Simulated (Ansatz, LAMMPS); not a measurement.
# Relaxing a frame of liquid ethanol from 300 K (108 atoms)

How does a frame of liquid ethanol from 300 K (108 atoms) relax, and what do bonds, charges and levels look like afterwards?

Main program and level: Ansatz 0.2.0; Kohn-Sham DFT, PBE+D4, PAW (set soft_2), plane waves.

## 1. Set-up

The cell holds 108 atoms: 24 C, 12 O and 72 H. Cell: a = 10.513 Å, b = 10.513 Å, c = 10.513 Å, α = 90.0°, β = 90.0°, γ = 90.0°. 12 ethanol placed at random, at 0.79 g/cm³; overlaps pushed apart, then 10 ps at 450 K with MMFF94 bonds, angles, torsions, charges and radii (Halgren, J. Comput. Chem. 17, 490 (1996)) in harmonic and 12-6 forms. Snapshot after 20 ps at 300 K and fixed volume.

Limits known from the start: The network of contacts between molecules at the start is that of the classical potential that made the cell. The density was typed from a rule of thumb and may lie off the real one at this temperature. The Brillouin zone is sampled at Γ only, in a cell whose shortest periodic width is 11 Å.

## 2. How the cell was made

A classical potential makes the cell, at a small fraction of what the same run would cost in DFT.

This step: classical MD, MMFF94 bonds, angles, torsions, charges and radii (Halgren, J. Comput. Chem. 17, 490 (1996)) in harmonic and 12-6 forms (LAMMPS 22 Jul 2025 - Update 4).

Input file in.lmp:

```
# liquid ethanol
units real
atom_style full
boundary p p p
bond_style harmonic
angle_style harmonic
dihedral_style opls
improper_style harmonic
special_bonds lj 0 0 0.5 coul 0 0 0.75
read_data data.lmp
neigh_modify delay 0 every 1 check yes one 4000
comm_modify cutoff 12.0
timestep 0.5
thermo_style custom step time temp pe press density
thermo_modify norm yes
# push overlapping molecules apart
pair_style soft 2.6
pair_coeff * * 0.0
variable a equal ramp(1,60)
fix ad all adapt 1 pair soft a * * v_a
velocity all create 450 127455 mom yes dist gaussian
fix lim all nve/limit 0.03
fix lan all langevin 450 450 50 127456 zero yes
thermo 1000
run 3000 post no
unfix ad
pair_style lj/cut/coul/long 9.0
pair_modify mix arithmetic tail yes
pair_coeff 1 1 0.0678 3.3680   # C
pair_coeff 2 2 0.0763 3.0430   # O
pair_coeff 3 3 0.0216 2.5400   # H
pair_coeff 4 4 0.0100 1.2000   # H
kspace_style pppm 1.0e-4
thermo 100
# [... 16 lines left out ...]
compute msd all msd com yes
thermo 5000
fix md all nvt temp 300 300 100
run 20000 post no
print "== T300: mean square displacement over the hold $(c_msd[4]:%.2f) A^2"
unfix md
uncompute msd
write_dump all custom T300.dump id type xs ys zs modify sort id
```

Started as:

```sh
$ lmp -in in.lmp -log none -nocite
```

Numbers of over 12 decimals in the logs are rounded to 6 here.

What it wrote:

```text
LAMMPS (22 Jul 2025 - Update 4)
Reading data file ...
  orthogonal box = (0 0 0) to (10.51326 10.51326 10.51326)
  108 atoms
  orthogonal box = (0 0 0) to (10.51326 10.51326 10.51326)
  96 bonds
  156 angles
  144 dihedrals
   Step          Time           Temp          PotEng         Press         Density
         0   0              450           -0.041751843    5418.0043      0.78999961
      1000   500            432.10053      1.1260494      13905.308      0.78999961
      2000   1000           433.28748      0.91105344     14943.686      0.78999961
      3000   1500           462.18115      1.1433358      18393.612      0.78999961
WARNING: Bond/angle/dihedral extent > half of periodic box length
Loop time of 0.252647 s on 1 MPI rank(s) for 3000 steps with 108 atoms
PPPM initialization ...
  G vector (1/distance) = 0.27482935
  grid = 5 5 5
  estimated relative force accuracy = 4.929892e-05
[... 16 lines left out ...]
      2000   1000           398.04819      0.22117348    -12553.928      0.78999961
Loop time of 0.824317 s on 1 MPI rank(s) for 2000 steps with 108 atoms
   Step          Time           Temp          PotEng         Press         Density
      2000   1000           398.04819      0.22117348    -12553.928      0.78999961
[... 5 lines left out ...]
Loop time of 4.48523 s on 1 MPI rank(s) for 10000 steps with 108 atoms
   Step          Time           Temp          PotEng         Press         Density
[... 4 lines left out ...]
Loop time of 2.18893 s on 1 MPI rank(s) for 5000 steps with 108 atoms
   Step          Time           Temp          PotEng         Press         Density
[... 2 lines left out ...]
     25000   24000          287.6272      -0.47158239    -3673.6995      0.78999961
     30000   29000          277.35571     -0.51158738    -1555.7023      0.78999961
     35000   34000          293.20274     -0.53928365     7969.7059      0.78999961
     37000   36000          331.13918     -0.59210296     1257.4389      0.78999961
Loop time of 8.69504 s on 1 MPI rank(s) for 20000 steps with 108 atoms
== T300: mean square displacement over the hold 21.34 A^2
```

Run time: 17 s. Hardware: 1 thread of Arm Neoverse V1, shared host; peak memory 0.12 GiB.

The input also reads data.lmp (atoms, bonds and types; not printed here).

## 3. Single point at the start

A single point comes first, to see the forces before anything moves.

Input file input.yaml:

```yaml
crystal:
  lattice:
    - [10.51326, 0.0, 0.0]
    - [0.0, 10.51326, 0.0]
    - [0.0, 0.0, 10.51326]
  atoms:
    - { symbol: C, position: [0.7732, 0.63809, 0.8934] }
    - { symbol: C, position: [0.7347, 0.63768, 0.0314] }
    - { symbol: O, position: [0.79309, 0.53779, 0.1067] }
    - { symbol: H, position: [0.87787, 0.64011, 0.88916] }
    - { symbol: H, position: [0.74966, 0.55114, 0.84663] }
    - { symbol: H, position: [0.72584, 0.72512, 0.84034] }
    - { symbol: H, position: [0.75326, 0.72653, 0.08217] }
    - { symbol: H, position: [0.62552, 0.62274, 0.03002] }
    - { symbol: H, position: [0.76043, 0.4591, 0.06548] }
    - { symbol: C, position: [0.78072, 0.59101, 0.5361] }
    - { symbol: C, position: [0.78547, 0.4489, 0.5149] }
    - { symbol: O, position: [0.90939, 0.41656, 0.47063] }
    - { symbol: H, position: [0.67705, 0.61711, 0.55646] }
    - { symbol: H, position: [0.8335, 0.61793, 0.61898] }
    - { symbol: H, position: [0.8181, 0.64518, 0.45542] }
    - { symbol: H, position: [0.78337, 0.39597, 0.6033] }
    - { symbol: H, position: [0.71079, 0.41952, 0.45139] }
    - { symbol: H, position: [0.91555, 0.45529, 0.38961] }
    - { symbol: C, position: [0.23687, 0.06099, 0.40692] }
    - { symbol: C, position: [0.3704, 0.11083, 0.3781] }
    - { symbol: O, position: [0.42771, 0.06383, 0.26391] }
    - { symbol: H, position: [0.23054, 0.96266, 0.40652] }
    - { symbol: H, position: [0.20154, 0.09664, 0.49457] }
    - { symbol: H, position: [0.17395, 0.09171, 0.32577] }
    - { symbol: H, position: [0.36625, 0.21261, 0.37269] }
    - { symbol: H, position: [0.43275, 0.08657, 0.4534] }
    - { symbol: H, position: [0.41856, 0.96802, 0.2734] }
    - { symbol: C, position: [0.7916, 0.12158, 0.16507] }
    - { symbol: C, position: [0.71269, 0.24462, 0.15007] }
    - { symbol: O, position: [0.69621, 0.27798, 0.02298] }
    - { symbol: H, position: [0.8861, 0.12959, 0.12588] }
    - { symbol: H, position: [0.79062, 0.09454, 0.26562] }
    - { symbol: H, position: [0.75976, 0.04118, 0.11101] }
    - { symbol: H, position: [0.62666, 0.228, 0.19574] }
    - { symbol: H, position: [0.76021, 0.32814, 0.1945] }
    - { symbol: H, position: [0.63504, 0.21975, 0.98431] }
    - { symbol: C, position: [0.1307, 0.70193, 0.67119] }
    - { symbol: C, position: [0.18794, 0.66608, 0.5483] }
    - { symbol: O, position: [0.31144, 0.72726, 0.55095] }
    - { symbol: H, position: [0.18728, 0.6657, 0.75178] }
    - { symbol: H, position: [0.11164, 0.80159, 0.68138] }
    - { symbol: H, position: [0.03785, 0.64953, 0.67298] }
    - { symbol: H, position: [0.19431, 0.56266, 0.53177] }
    - { symbol: H, position: [0.12614, 0.71277, 0.47646] }
    - { symbol: H, position: [0.34374, 0.70362, 0.63695] }
    - { symbol: C, position: [0.50125, 0.95262, 0.77463] }
    - { symbol: C, position: [0.5408, 0.0141, 0.89793] }
    - { symbol: O, position: [0.60882, 0.12173, 0.87005] }
    - { symbol: H, position: [0.41607, 0.89276, 0.78003] }
    - { symbol: H, position: [0.49194, 0.0211, 0.7002] }
    - { symbol: H, position: [0.57109, 0.88554, 0.75445] }
    - { symbol: H, position: [0.45532, 0.04496, 0.95456] }
    - { symbol: H, position: [0.59192, 0.95308, 0.96032] }
    - { symbol: H, position: [0.68538, 0.09043, 0.82664] }
    - { symbol: C, position: [0.58217, 0.73572, 0.2947] }
    - { symbol: C, position: [0.44782, 0.68052, 0.28063] }
    - { symbol: O, position: [0.36601, 0.79286, 0.2865] }
    - { symbol: H, position: [0.59702, 0.77242, 0.39202] }
    - { symbol: H, position: [0.6603, 0.66692, 0.28484] }
    - { symbol: H, position: [0.60027, 0.81703, 0.22803] }
    - { symbol: H, position: [0.43489, 0.63179, 0.18932] }
    - { symbol: H, position: [0.42371, 0.61064, 0.35006] }
    - { symbol: H, position: [0.34567, 0.79894, 0.37788] }
    - { symbol: C, position: [0.80632, 0.96038, 0.51041] }
    - { symbol: C, position: [0.86261, 0.95271, 0.64336] }
    - { symbol: O, position: [0.80267, 0.02794, 0.73407] }
    - { symbol: H, position: [0.70971, 0.98085, 0.51522] }
    - { symbol: H, position: [0.8495, 0.0369, 0.46449] }
    - { symbol: H, position: [0.82001, 0.87215, 0.45106] }
    - { symbol: H, position: [0.84714, 0.85426, 0.6731] }
    - { symbol: H, position: [0.96135, 0.98614, 0.64513] }
    - { symbol: H, position: [0.83729, 0.11338, 0.71423] }
    - { symbol: C, position: [0.0721, 0.20341, 0.81898] }
    - { symbol: C, position: [0.0672, 0.2842, 0.70385] }
    - { symbol: O, position: [0.9588, 0.2373, 0.63334] }
    - { symbol: H, position: [0.12999, 0.12094, 0.78556] }
    - { symbol: H, position: [0.12772, 0.24447, 0.89895] }
    - { symbol: H, position: [0.98014, 0.1775, 0.85918] }
    [... 24 atom lines left out ...]
    - { symbol: H, position: [0.17951, 0.32696, 0.28797] }
    - { symbol: H, position: [0.24688, 0.32256, 0.13936] }
    - { symbol: H, position: [0.25869, 0.45925, 0.24044] }
    - { symbol: H, position: [0.1139, 0.48206, 0.04728] }
    - { symbol: H, position: [0.02857, 0.35672, 0.10081] }
    - { symbol: H, position: [0.9395, 0.55027, 0.17698] }
kpoints:
  mp_grid: { grid: [1, 1, 1] }
hamiltonian:
  xc: pbe
  dispersion: d4
scf:
  occupations: { method: fixed }
output:
  forces: true
  stress: true
  populations: intrinsic
  dos:
    method: { smearing: { sigma: 0.08 } }
    de: 0.1
    projected: { site_lists: { C: [C], H: [H], O: [O] } }
  eigenvalues: true
```

Started as:

```sh
$ ansatz run input.yaml --threads 4 --pin off --max-ram 8192MiB --backend cpu --events-out ev --progress --plain --runs-dir out
```

What it wrote:

```text
Engine: ansatz 0.2.0, aarch64-unknown-linux-gnu
Pseudopotentials: kind: paw
Pseudopotential: C, paw, valence charge 4, recommended cutoff 420 eV (normal), C.paw.azcp
Pseudopotential: O, paw, valence charge 6, recommended cutoff 420 eV (normal), O.paw.azcp
Pseudopotential: H, paw, valence charge 1, recommended cutoff 420 eV (normal), H.paw.azcp
[... 5 lines on functional and potentials left out ...]
Crystal: 108 atoms, lattice volume = 1162.016 Å³
Basis set: ecut = 420 eV, 22743 PW (Γ), exchange–correlation on 144×144×144 points (8 copies of the dense FFT grid, shifted against one another)
Bands: 228, of which v1, the nominal top of the filled ones, is band 120 counted from 1 (119 counted from 0)
Symmetry: 1 space group operations
Space group: P1 (ITA 1), of the structure as read, at distance tolerance 1.1e-4 Å
k-points: 1
[... 7 lines on functional and potentials left out ...]
Initial density: superposition of atomic densities (neutral atoms: chi_scale 0, normalization atom), corrected by the library's trained network
Initial wavefunctions: pseudopotential atomic-orbital guess
Functional: x = pbe(κ = 0.804, μ = 0.219515), c = pbe(β = 0.066725)
SCF iter   1: F=—  HF=-13985.563928 eV  |F-HF|=—  |Δ(HF+E_count)|=         —  Δρ=4.19e-3  dr2=3.18e-1  ethr=1.77e-3  ⟨swp⟩=5.0  Hψ=805  notcnv=0  defer=106
preconditioner: auto → Resta (q_TF=auto, 2.098 Å⁻¹)  ε∞=2.2  [insulator: Δε(μ)=4.910 eV  Ē_g=14.978 eV  n_scr=178 (ndim 8)  ℏωp=16.2 eV  f_vac=0.290  ε∞_Penn≈2.2]
SCF iter   2: F=—  HF=-13985.496853 eV  |F-HF|=—  |Δ(HF+E_count)|=   6.71e-2  Δρ=2.02e-3  dr2=6.55e-2  ethr=1.33e-4  ⟨swp⟩=2.0  Hψ=282  notcnv=0  defer=106
SCF iter   3: F=—  HF=-13985.494304 eV  |F-HF|=—  |Δ(HF+E_count)|=   2.55e-3  Δρ=9.19e-4  dr2=1.37e-2  ethr=2.73e-5  ⟨swp⟩=3.0  Hψ=241  notcnv=0  defer=106
SCF iter   4: F=—  HF=-13985.493363 eV  |F-HF|=—  |Δ(HF+E_count)|=   9.41e-4  Δρ=3.99e-4  dr2=2.22e-3  ethr=5.72e-6  ⟨swp⟩=2.0  Hψ=243  notcnv=0  defer=106
SCF iter   5: F=—  HF=-13985.493114 eV  |F-HF|=—  |Δ(HF+E_count)|=   2.49e-4  Δρ=1.31e-4  dr2=2.26e-4  ethr=9.24e-7  ⟨swp⟩=2.0  Hψ=375  notcnv=0  defer=106
SCF iter   6: F=—  HF=-13985.493057 eV  |F-HF|=—  |Δ(HF+E_count)|=   5.68e-5  Δρ=4.94e-5  dr2=2.36e-5  ethr=9.40e-8  ⟨swp⟩=2.0  Hψ=244  notcnv=0  defer=106
SCF iter   7: F=—  HF=-13985.493884 eV  |F-HF|=—  |Δ(HF+E_count)|=   8.26e-4  Δρ=2.40e-5  dr2=5.66e-6  ethr=9.84e-9  ⟨swp⟩=2.0  Hψ=246  notcnv=0  defer=105
SCF iter   8: F=—  HF=-13985.493883 eV  |F-HF|=—  |Δ(HF+E_count)|=   9.88e-7  Δρ=4.65e-6  dr2=2.55e-7  ethr=2.36e-9  ⟨swp⟩=2.0  Hψ=244  notcnv=0  defer=106
SCF iter   9: F=-13985.493883 eV  HF=-13985.493883 eV  |F-HF|=2.11e-8  |Δ(HF+E_count)|=   7.10e-8  Δρ=2.13e-6  dr2=4.79e-8  ethr=4.17e-11  ⟨swp⟩=16.0  Hψ=1748  notcnv=0
SCF 1 converged in 9 iterations: F = -13985.493883 eV  dr2 = 4.79e-8
  greatest PAW one-centre occupation: 0.867 electrons in one spin orbital (limit 2), on the O atom at site 74 (counted from 0), in its partial waves of l = 0
SCF converged after 9 iterations
Free energy (F): -13985.493883 eV
Harris-Foulkes:  -13985.493883 eV  (|F-HF|=2.11e-8)
Internal energy: -13985.493883 eV  (E = F + TS)
E sigma→0 (E₀):  -13985.493883 eV
Fermi energy:    -1.745417 eV
--- Per-component energies (eV) ---
  E_band       = -2080.343461
  E_kinetic    = 5321.612880
  E_local      = -18263.825880  (includes V_loc(G=0)·N_el)
  E_nonlocal   = 1353.936616
  E_hartree    = 6777.855437
  E_xc         = -2690.169151
  E_vxc        = -3396.307981  (∫ρ·V_xc dr)
  E_paw        = -4329.428562  (= ΣΔE_a)
  E_vpaw       = -651.403056  (= ΣTr[D̂ρ^β])
  E_aug_tail   = -0.068438  (compensation charges beyond the density's cutoff)
  E_ewald      = -2151.837406
  E_disp       = -3.569379  (pairwise vdW)
  E_smearing   = -0.000000  (= −TS)
  E_closure    = 0.000000  (closes the sum)
  Σ components = -13985.493883   (vs F -13985.493883, Δ=0.00e0)
--- Forces (eV/Å), atoms counted from 1 ---
  atom   1  C      0.42718102     2.06797203    -0.28912653
  atom   2  C     -2.00883483    -0.51055293     0.16813161
  atom   3  O     -0.94966997    -0.02085786    -1.22430603
  atom   4  H      0.02303259     0.52592011    -0.27098332
  atom   5  H     -0.69057616    -0.84567630    -0.48509578
  atom   6  H      1.03565242    -1.66834416     0.91404867
  atom   7  H      0.12867906     0.10689026    -0.16293857
  atom   8  H      1.28417348     0.27673745     0.44082907
  atom   9  H      0.37421490     0.13465390     0.38112784
  atom  10  C     -2.13391789     0.11575261     0.32398208
  atom  11  C      1.09381796     0.71902335     0.62446671
  atom  12  O     -0.22422126    -0.58335258     0.46381256
  atom  13  H      1.15438618     0.05598102    -0.37300076
  atom  14  H      0.55501180     0.19524160     0.66259358
[...]
atom 107  H     -0.50938015     0.07627048     0.38735261
  atom 108  H     -0.80831334     0.06941508    -0.43454923
  max |Σ_I F_I| component: 9.01e-5 eV/Å
--- Stress (GPa, compression-positive) ---
        2.319342       0.040388      -0.184147
        0.040388       1.835880      -0.491332
       -0.184146      -0.491332       2.168073
  P = ⅓ Tr σ = 2.1078 GPa (21.078 kbar)
--- Band table (eV) ---
  k-point 0: bands = ["-22.2395", "-22.1544", "-21.9628", "-21.9142", [... 212 levels ...], "9.9976", "10.0780", "10.1512", "10.1706", "10.2293", "10.2790", "10.3057", "10.3868", "10.4108", "10.4326", "10.4933", "10.5838"]
--- intrinsic populations: 108 sites ---
  site symbol       q [e]
     0      C      4.5239
     1      C      4.0868
     2      O      6.5591
[...]
107      H      0.6221
  spilling = -0.000000 (of n_electrons = 240.000000)
```

Wall time 12 s (4 threads of Arm Neoverse V1, shared host); peak memory 1.1 GiB.

Read from the output:

```yaml
free_energy: -13985.4939 eV
free_energy_per_atom: -129.4953 eV/atom
scf_cycles: 9
pressure: 2.108 GPa
r_m_s_force_component: 0.848 eV/Å
longest_force: 3.232 eV/Å
fermi_energy: -1.745 eV
spacing_of_highest_filled_and_lowest_empty_level: 4.556 eV
```

The r.m.s. force component of 0.85 eV/Å and the pressure of 2.1 GPa set the starting point.

Length of the force by element:

```csv
element,coordination,atoms,mean length of the force (eV/Å),spread,least,most
C,all,24,2.05,0.723,0.671,3.23
H,all,72,0.955,0.604,0.121,2.43
O,all,12,1.43,0.523,0.511,2.12
```

(Continued in part 2 of 3.)

[Logs are printed without paths, hosts, clocks, repeated set-up lines and the standing remarks that a program may print on its own settings, such as how far it seeks lower states.]

[Hosts, paths, dates, database ids (printed as entryN), source tags and the programs' standing remarks are cut or masked in the printed files.]

[The MMFF94 radii named for the starting cell were scaled by 0.96; in molecules described by MMFF94, hydrogen bound to N, O or S took a small fixed 12-6 site in their place.]
